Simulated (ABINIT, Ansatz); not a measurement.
# A GW chain in ABINIT: BaSrSn2O6 (P4/mmm), part 2 of 3

Aim: the G0W0 gap of BaSrSn2O6 (P4/mmm) on LDA, step by step.

ABINIT 10.8.3; LDA and many-body steps on it, plane waves. Known limits of the many-body steps: not at the basis limit; no spin-orbit coupling; coarse k mesh.

So far. Step 2 (Ground state): The gap is indirect, with the least direct gap 0.67 eV higher.

## (3) Bands along the symmetry lines

Level of this step: DFT, LDA, plane waves, norm-conserving pseudopotentials (ABINIT).

Levels along a band path, at the cheap level, show where the edges lie and whether the meshes to come will hold them.

run.abi reads:

```
acell 3*1.0 Angstrom
rprim 
  4.146422000000 0.000000000000 0.000000000000
  0.000000000000 4.146422000000 0.000000000000
  0.000000000000 0.000000000000 8.294893000000
ntypat 4
znucl 56 38 50 8
natom 10
typat 1 2 3 3 4 4 4 4 4 4
xred 
  0.500000000000 0.500000000000 0.000000000000
  0.500000000000 0.500000000000 0.500000000000
  0.000000000000 0.000000000000 0.747206000000
  0.000000000000 0.000000000000 0.252794000000
  0.000000000000 0.000000000000 0.000000000000
  0.000000000000 0.000000000000 0.500000000000
  0.000000000000 0.500000000000 0.256664000000
  0.000000000000 0.500000000000 0.743336000000
  0.500000000000 0.000000000000 0.743336000000
  0.500000000000 0.000000000000 0.256664000000
pp_dirpath "pseudos"
pseudos "Ba.upf, Sr.upf, Sn.upf, O.upf"
ecut 42
iscf -2
irdden 1
kptopt 0
nkpt 39
kpt 
  0.00000000 0.00000000 0.00000000
  0.00000000 0.12500000 0.00000000
  0.00000000 0.25000000 0.00000000
  0.00000000 0.37500000 0.00000000
  0.00000000 0.50000000 0.00000000
  0.12500000 0.50000000 0.00000000
  0.25000000 0.50000000 0.00000000
  0.37500000 0.50000000 0.00000000
  0.50000000 0.50000000 0.00000000
  0.37500000 0.37500000 0.00000000
  0.25000000 0.25000000 0.00000000
  0.12500000 0.12500000 0.00000000
  0.00000000 0.00000000 0.00000000
  0.00000000 0.00000000 0.12500000
  0.00000000 0.00000000 0.25000000
  0.00000000 0.00000000 0.37500000
  0.00000000 0.00000000 0.50000000
  0.00000000 0.12500000 0.50000000
  0.00000000 0.25000000 0.50000000
  0.00000000 0.37500000 0.50000000
  0.00000000 0.50000000 0.50000000
  0.12500000 0.50000000 0.50000000
  0.25000000 0.50000000 0.50000000
  0.37500000 0.50000000 0.50000000
  0.50000000 0.50000000 0.50000000
  0.37500000 0.37500000 0.50000000
  0.25000000 0.25000000 0.50000000
  0.12500000 0.12500000 0.50000000
  0.00000000 0.00000000 0.50000000
  0.00000000 0.50000000 0.00000000
  0.00000000 0.50000000 0.12500000
  0.00000000 0.50000000 0.25000000
  0.00000000 0.50000000 0.37500000
  0.00000000 0.50000000 0.50000000
  0.50000000 0.50000000 0.00000000
  0.50000000 0.50000000 0.12500000
  0.50000000 0.50000000 0.25000000
  0.50000000 0.50000000 0.37500000
  0.50000000 0.50000000 0.50000000
istwfk *1
nband 57
nbdbuf 2
tolwfr 1e-08
nstep 40
prtwf 0
prtvol 0
indata_prefix "in"
outdata_prefix "out"
tmpdata_prefix "tmp"
```

The run is started by

```bash
OMP_NUM_THREADS=1 mpirun -n 4 abinit run.abi > log
```

Numbers of over 12 decimals in the logs are rounded to 6 here.

The log of the run:

```text
.Version 10.8.3 of ABINIT. v10.8.2 released Aug 2026.

 Symmetries : space group P4/m m m (#123); Bravais tP (primitive tetrag.)
[... echo of the input left out ...]
== DATASET  1 ==================================================================
-   mpi_nproc: 4, omp_nthreads: 1 (-1 if OMP is not activated)

--- !DatasetInfo
iteration_state: {dtset: 1, }
dimensions: {natom: 10, nkpt: 39, mband: 57, nsppol: 1, nspinor: 1, nspden: 1, mpw: 12566, }
cutoff_energies: {ecut:  42.0, pawecutdg:  -1.0, }
electrons: {nelect:   1.00000000E+02, charge:   0.00000000E+00, occopt:   1.00000000E+00, tsmear:   1.00000000E-02, }

 Real(R)+Recip(G) space primitive vectors, cartesian coordinates (Bohr,Bohr^-1):
 R(1)=  7.8356020  0.0000000  0.0000000  G(1)=  0.1276226  0.0000000  0.0000000
 R(2)=  0.0000000  7.8356020  0.0000000  G(2)=  0.0000000  0.1276226  0.0000000
 R(3)=  0.0000000  0.0000000 15.6750760  G(3)=  0.0000000  0.0000000  0.0637955
 Unit cell volume ucvol=  9.6239729E+02 bohr^3
 Angles (23,13,12)=  9.00000000E+01  9.00000000E+01  9.00000000E+01 degrees

 getcut: wavevector=  0.0000  0.0000  0.0000  ngfft=  48  48  96
         ecut(hartree)=     42.000   => boxcut(ratio)=   2.09929

--- Pseudopotential description ------------------------------------------------
- Ba Generated using ONCVPSP code by D. R. Hamann
- 56.00000  10.00000  180309                  znucl, zion, pspdat
12 -1012 2 -1 1912                            pspcod,pspxc,lmax,lloc,mmax
     nproj     2     2     2
  pspatm : epsatm=   25.95172157
         --- l  ekb(1:nproj) -->
             0    6.668455    0.685657
             1    5.046948    0.410312
             2    2.551809    0.419281
 pspatm: atomic psp has been read  and splines computed

- Sr Generated using ONCVPSP code by D. R. Hamann
- 38.00000  10.00000  180309                  znucl, zion, pspdat
12 -1012 2 -1 1812                            pspcod,pspxc,lmax,lloc,mmax
     nproj     2     2     2
  pspatm : epsatm=   12.22067766
         --- l  ekb(1:nproj) -->
[...]
pspatm: atomic psp has been read  and splines computed

- Sn Generated using ONCVPSP code by D. R. Hamann
- 50.00000  22.00000  180309                  znucl, zion, pspdat
12 -1012 2 -1 1608                            pspcod,pspxc,lmax,lloc,mmax
     nproj     2     2     2
  pspatm : epsatm=   27.51067946
         --- l  ekb(1:nproj) -->
[...]
pspatm: atomic psp has been read  and splines computed

- O Generated using ONCVPSP code by D. R. Hamann
-  8.00000   6.00000  201201                  znucl, zion, pspdat
12 -1012 2 -1 926                             pspcod,pspxc,lmax,lloc,mmax
     nproj     2     2     1
  pspatm : epsatm=    6.24525921
         --- l  ekb(1:nproj) -->
[...]
2   -1.033686
 pspatm: atomic psp has been read  and splines computed

[...]
2.2612E-01  2.2659E-01  4.2975E-01  4.4873E-01  4.4873E-01  4.5280E-01
[...]
--- !ResultsGS
iteration_state: {dtset: 1, }
comment   : Summary of ground state results
lattice_vectors:
- [  7.8356020,   0.0000000,   0.0000000, ]
- [  0.0000000,   7.8356020,   0.0000000, ]
- [  0.0000000,   0.0000000,  15.6750760, ]
lattice_lengths: [   7.83560,    7.83560,   15.67508, ]
lattice_angles: [ 90.000,  90.000,  90.000, ] # degrees, (23, 13, 12)
lattice_volume:   9.6239729E+02
convergence: {deltae:  0.000E+00, res2:  0.000E+00, residm:  9.987E-09, diffor:  0.000E+00, }
etotal    :  -6.04930042E+02
entropy   :   0.00000000E+00
fermie    :   2.27723854E-01
cartesian_stress_tensor: null
pressure_GPa: null
xred      :
- [  5.0000E-01,   5.0000E-01,   0.0000E+00, Ba]
- [  5.0000E-01,   5.0000E-01,   5.0000E-01, Sr]
- [  0.0000E+00,   0.0000E+00,   7.4721E-01, Sn]
- [  0.0000E+00,   0.0000E+00,   2.5279E-01, Sn]
- [  0.0000E+00,   0.0000E+00,   0.0000E+00,  O]
- [  0.0000E+00,   0.0000E+00,   5.0000E-01,  O]
- [  0.0000E+00,   5.0000E-01,   2.5666E-01,  O]
- [  0.0000E+00,   5.0000E-01,   7.4334E-01,  O]
- [  5.0000E-01,   0.0000E+00,   7.4334E-01,  O]
- [  5.0000E-01,   0.0000E+00,   2.5666E-01,  O]
cartesian_forces: null
force_length_stats: {min: null, max: null, mean: null, }

 Integrated electronic density in atomic spheres:
 ------------------------------------------------
 Atom  Sphere_radius  Integrated_density
[...]
================================================================================

 ----iterations are completed or convergence reached----

 Mean square residual over all n,k,spin=   54.598E-10; max=  99.874E-10
 reduced coordinates (array xred) for   10 atoms
[...]
0.500000000000      0.000000000000      0.743336000000
       0.500000000000      0.000000000000      0.256664000000

 cartesian coordinates (angstrom) at end:
    1      2.073211     2.073211     0.000000
    2      2.073211     2.073211     4.147447
    3      0.000000     0.000000     6.197994
[...]
9      2.073211     0.000000     6.165893
   10      2.073211     0.000000     2.129000
 length scales=  1.889726125908  1.889726125908  1.889726125908 bohr
              =  1.000000000000  1.000000000000  1.000000000000 angstroms
 prteigrs : about to open file out_EIG
 Eigenvalues (hartree) for nkpt=  39  k points:
 kpt#   1, nband= 57, wtk=  1.00000, kpt=  0.0000  0.0000  0.0000 (reduced coord)
[...]
kpt#   2, nband= 57, wtk=  1.00000, kpt=  0.0000  0.1250  0.0000 (reduced coord)
[...]
kpt#   3, nband= 57, wtk=  1.00000, kpt=  0.0000  0.2500  0.0000 (reduced coord)
[...]
kpt#  38, nband= 57, wtk=  1.00000, kpt=  0.5000  0.5000  0.3750 (reduced coord)
[...]
0.51409
 kpt#  39, nband= 57, wtk=  1.00000, kpt=  0.5000  0.5000  0.5000 (reduced coord)
[...]
0.16835    0.16835    0.19739    0.19751    0.20391    0.20391    0.20581    0.20581
   0.22612    0.22659    0.42975    0.44873    0.44873    0.45280    0.46135    0.46135
   0.51757

== END DATASET(S) ==============================================================
================================================================================

 -outvars: echo values of variables after computation  --------
            nband          57
             nkpt          39
          spgroup         123
 [... the other variables as echoed above ...]

 Calculation completed.
```

The job ended after 3.8 min (4 MPI ranks of Arm Neoverse V2, shared host; peak memory 0.8 GiB; 15 min of CPU time).

Numbers from this step:

* gap: 0.5069 eV
* k of the valence top: 0.5, 0.5, 0
* k of the conduction bottom: 0, 0, 0
* least direct gap: 1.174 eV

The gap is 0.507 eV, as in the run before at this level.

Electronic bands along the path, in eV, zero at the top of the highest filled band:

| point | band 47 | band 48 | band 49 | band 50 | band 51 | band 52 | band 53 | band 54 |
| --- | --- | --- | --- | --- | --- | --- | --- | --- |
| Γ | -0.97 | -0.68 | -0.67 | -0.67 | 0.51 | 4.52 | 4.82 | 4.90 |
| halfway | -1.00 | -0.84 | -0.81 | -0.49 | 2.48 | 5.16 | 5.67 | 5.74 |
| X | -1.10 | -1.06 | -0.82 | -0.06 | 4.50 | 6.37 | 6.57 | 6.63 |
| halfway | -0.63 | -0.58 | -0.50 | -0.03 | 5.11 | 5.79 | 6.17 | 6.24 |
| M | -0.07 | 0.00 | 0.00 | 0.00 | 5.04 | 5.10 | 5.10 | 6.48 |
| halfway | -0.75 | -0.68 | -0.47 | -0.37 | 3.48 | 5.37 | 6.16 | 6.60 |
| Γ | -0.97 | -0.68 | -0.67 | -0.67 | 0.51 | 4.52 | 4.82 | 4.90 |
| halfway | -0.96 | -0.96 | -0.71 | -0.71 | 1.20 | 3.83 | 5.03 | 5.13 |
| Z | -0.87 | -0.87 | -0.78 | -0.78 | 2.48 | 2.49 | 5.34 | 5.56 |
| halfway | -0.98 | -0.97 | -0.53 | -0.42 | 3.42 | 3.54 | 5.93 | 6.40 |
| R | -1.09 | -0.89 | -0.59 | -0.40 | 5.03 | 5.28 | 6.80 | 7.13 |
| halfway | -0.74 | -0.60 | -0.43 | -0.32 | 5.21 | 5.50 | 6.46 | 6.75 |
| A | -0.60 | -0.60 | -0.04 | -0.03 | 5.50 | 6.01 | 6.01 | 6.12 |
| halfway | -0.61 | -0.53 | -0.52 | -0.46 | 3.97 | 4.17 | 6.52 | 6.58 |
| Z | -0.87 | -0.87 | -0.78 | -0.78 | 2.48 | 2.49 | 5.34 | 5.56 |
| jump to X | -1.10 | -1.06 | -0.82 | -0.06 | 4.50 | 6.37 | 6.57 | 6.63 |
| halfway | -1.11 | -0.88 | -0.86 | -0.18 | 4.65 | 5.92 | 6.66 | 6.86 |
| R | -1.09 | -0.89 | -0.59 | -0.40 | 5.03 | 5.28 | 6.80 | 7.13 |
| jump to M | -0.07 | 0.00 | 0.00 | 0.00 | 5.04 | 5.10 | 5.10 | 6.48 |
| halfway | -0.19 | -0.19 | -0.06 | -0.01 | 5.23 | 5.40 | 5.40 | 6.35 |
| A | -0.60 | -0.60 | -0.04 | -0.03 | 5.50 | 6.01 | 6.01 | 6.12 |

## (4) Empty states on the mesh, 2×2×1 mesh, 309 bands

The sums over transitions need many empty states on a uniform mesh; this step solves for them.

run.abi reads:

```
acell 3*1.0 Angstrom
rprim 
  4.146422000000 0.000000000000 0.000000000000
  0.000000000000 4.146422000000 0.000000000000
  0.000000000000 0.000000000000 8.294893000000
ntypat 4
znucl 56 38 50 8
natom 10
typat 1 2 3 3 4 4 4 4 4 4
xred 
  0.500000000000 0.500000000000 0.000000000000
  0.500000000000 0.500000000000 0.500000000000
  0.000000000000 0.000000000000 0.747206000000
  0.000000000000 0.000000000000 0.252794000000
  0.000000000000 0.000000000000 0.000000000000
  0.000000000000 0.000000000000 0.500000000000
  0.000000000000 0.500000000000 0.256664000000
  0.000000000000 0.500000000000 0.743336000000
  0.500000000000 0.000000000000 0.743336000000
  0.500000000000 0.000000000000 0.256664000000
pp_dirpath "pseudos"
pseudos "Ba.upf, Sr.upf, Sn.upf, O.upf"
ecut 42
ngkpt 2 2 1
nshiftk 1
shiftk 0 0 0
kptopt 1
chksymbreak 0
iscf -2
irdden 1
istwfk *1
nband 309
nbdbuf 28
tolwfr 1e-09
nstep 60
prtvol 0
indata_prefix "in"
outdata_prefix "out"
tmpdata_prefix "tmp"
```

The log of the run:

```text
.Version 10.8.3 of ABINIT. v10.8.2 released Aug 2026.

 Symmetries : space group P4/m m m (#123); Bravais tP (primitive tetrag.)
[... echo of the input left out ...]
== DATASET  1 ==================================================================
-   mpi_nproc: 4, omp_nthreads: 1 (-1 if OMP is not activated)
-    --> not optimal distribution: autoparal keyword recommended in input file <--

--- !DatasetInfo
iteration_state: {dtset: 1, }
dimensions: {natom: 10, nkpt: 3, mband: 309, nsppol: 1, nspinor: 1, nspden: 1, mpw: 12558, }
cutoff_energies: {ecut:  42.0, pawecutdg:  -1.0, }
electrons: {nelect:   1.00000000E+02, charge:   0.00000000E+00, occopt:   1.00000000E+00, tsmear:   1.00000000E-02, }

 Real(R)+Recip(G) space primitive vectors, cartesian coordinates (Bohr,Bohr^-1):
 R(1)=  7.8356020  0.0000000  0.0000000  G(1)=  0.1276226  0.0000000  0.0000000
 R(2)=  0.0000000  7.8356020  0.0000000  G(2)=  0.0000000  0.1276226  0.0000000
 R(3)=  0.0000000  0.0000000 15.6750760  G(3)=  0.0000000  0.0000000  0.0637955
 Unit cell volume ucvol=  9.6239729E+02 bohr^3
 Angles (23,13,12)=  9.00000000E+01  9.00000000E+01  9.00000000E+01 degrees

 getcut: wavevector=  0.0000  0.0000  0.0000  ngfft=  48  48  96
         ecut(hartree)=     42.000   => boxcut(ratio)=   2.09929

--- Pseudopotential description ------------------------------------------------
- Ba Generated using ONCVPSP code by D. R. Hamann
- 56.00000  10.00000  180309                  znucl, zion, pspdat
12 -1012 2 -1 1912                            pspcod,pspxc,lmax,lloc,mmax
     nproj     2     2     2
  pspatm : epsatm=   25.95172157
         --- l  ekb(1:nproj) -->
             0    6.668455    0.685657
             1    5.046948    0.410312
             2    2.551809    0.419281
 pspatm: atomic psp has been read  and splines computed

- Sr Generated using ONCVPSP code by D. R. Hamann
- 38.00000  10.00000  180309                  znucl, zion, pspdat
12 -1012 2 -1 1812                            pspcod,pspxc,lmax,lloc,mmax
     nproj     2     2     2
  pspatm : epsatm=   12.22067766
         --- l  ekb(1:nproj) -->
[...]
pspatm: atomic psp has been read  and splines computed

- Sn Generated using ONCVPSP code by D. R. Hamann
- 50.00000  22.00000  180309                  znucl, zion, pspdat
12 -1012 2 -1 1608                            pspcod,pspxc,lmax,lloc,mmax
     nproj     2     2     2
  pspatm : epsatm=   27.51067946
         --- l  ekb(1:nproj) -->
[...]
pspatm: atomic psp has been read  and splines computed

- O Generated using ONCVPSP code by D. R. Hamann
-  8.00000   6.00000  201201                  znucl, zion, pspdat
12 -1012 2 -1 926                             pspcod,pspxc,lmax,lloc,mmax
     nproj     2     2     1
  pspatm : epsatm=    6.24525921
         --- l  ekb(1:nproj) -->
[...]
2   -1.033686
[...]
-2.8377E+00 -2.8377E+00 -9.7780E-01 -6.9578E-01 -5.2862E-01 -5.2857E-01
 -5.2846E-01 -5.1888E-01 -5.0232E-01 -5.0232E-01 -5.0165E-01 -5.0165E-01
[...]
2.9974E+00  3.0034E+00  3.0083E+00  3.0116E+00  3.0116E+00  3.0262E+00
  3.0262E+00  3.0393E+00  3.0492E+00  3.0492E+00  3.0568E+00  3.0659E+00
[...]
prteigrs : prtvol=0 or 1, do not print more k-points.

--- !ResultsGS
iteration_state: {dtset: 1, }
comment   : Summary of ground state results
lattice_vectors:
- [  7.8356020,   0.0000000,   0.0000000, ]
- [  0.0000000,   7.8356020,   0.0000000, ]
- [  0.0000000,   0.0000000,  15.6750760, ]
lattice_lengths: [   7.83560,    7.83560,   15.67508, ]
lattice_angles: [ 90.000,  90.000,  90.000, ] # degrees, (23, 13, 12)
lattice_volume:   9.6239729E+02
convergence: {deltae:  0.000E+00, res2:  0.000E+00, residm:  9.803E-10, diffor:  0.000E+00, }
etotal    :  -6.04930042E+02
entropy   :   0.00000000E+00
fermie    :   2.27723854E-01
cartesian_stress_tensor: null
pressure_GPa: null
xred      :
- [  5.0000E-01,   5.0000E-01,   0.0000E+00, Ba]
- [  5.0000E-01,   5.0000E-01,   5.0000E-01, Sr]
- [  0.0000E+00,   0.0000E+00,   7.4721E-01, Sn]
- [  0.0000E+00,   0.0000E+00,   2.5279E-01, Sn]
- [  0.0000E+00,   0.0000E+00,   0.0000E+00,  O]
- [  0.0000E+00,   0.0000E+00,   5.0000E-01,  O]
- [  0.0000E+00,   5.0000E-01,   2.5666E-01,  O]
- [  0.0000E+00,   5.0000E-01,   7.4334E-01,  O]
- [  5.0000E-01,   0.0000E+00,   7.4334E-01,  O]
- [  5.0000E-01,   0.0000E+00,   2.5666E-01,  O]
cartesian_forces: null
force_length_stats: {min: null, max: null, mean: null, }

 Integrated electronic density in atomic spheres:
 ------------------------------------------------
 Atom  Sphere_radius  Integrated_density
[...]
================================================================================

 ----iterations are completed or convergence reached----

 Mean square residual over all n,k,spin=   35.249E-11; max=  98.031E-11
 reduced coordinates (array xred) for   10 atoms
[...]
0.500000000000      0.000000000000      0.743336000000
       0.500000000000      0.000000000000      0.256664000000

 cartesian coordinates (angstrom) at end:
    1      2.073211     2.073211     0.000000
    2      2.073211     2.073211     4.147447
    3      0.000000     0.000000     6.197994
[...]
9      2.073211     0.000000     6.165893
   10      2.073211     0.000000     2.129000
 length scales=  1.889726125908  1.889726125908  1.889726125908 bohr
              =  1.000000000000  1.000000000000  1.000000000000 angstroms
 prteigrs : about to open file out_EIG
 Eigenvalues (hartree) for nkpt=   3  k points:
 kpt#   1, nband=309, wtk=  0.25000, kpt=  0.0000  0.0000  0.0000 (reduced coord)
[...]
2.96392    2.96392    2.98433    2.98532    2.98532    2.99735    2.99735    3.00337
   3.00832    3.01162    3.01162    3.02619    3.02619    3.03934    3.04919    3.04923
   3.05684    3.06590    3.07449    3.10206    3.11826
 prteigrs : prtvol=0 or 1, do not print more k-points.

== END DATASET(S) ==============================================================
================================================================================

 -outvars: echo values of variables after computation  --------
            nband         309
             nkpt           3
          spgroup         123
 [... the other variables as echoed above ...]

 Calculation completed.
```

It took 3.2 min on 4 MPI ranks; peak memory 0.57 GiB; 13 min of CPU time.

This step gave:

```yaml
gap: 0.5069 eV
k_of_the_valence_top: 0.5, 0.5, 0
k_of_the_conduction_bottom: 0, 0, 0
least_direct_gap: 1.174 eV
k_points_computed: 3
lowest_point_of_the_top_converged_band_above_the_valence_top: 69.9436 eV
```

On this mesh the gap is 0.507 eV.

[end of part 2 of 3]

[Paths, hosts, dates, memory and timing lines, banners, echoed tables and standing remarks are left out of the program output.]

[Logs are printed without paths, hosts, clocks, repeated set-up lines and the standing remarks that a program may print on its own settings, such as how far it seeks lower states.]

[Runs of the session that timed out or met a known fault of the program may be left out.]

[Hosts, paths, dates, database ids (printed as entryN), source tags and the programs' standing remarks are cut or masked in the printed files.]

[G0W0 gaps are taken among the corrected bands and points alone; a level outside them can change the order at an edge.]

[Where Ansatz stands beside ABINIT at settings called matched, ABINIT's density can come from a denser mesh and the files from another edition; pairs whose starting gaps differed by over 0.03 eV were left out, so agreement reads better than it is.]
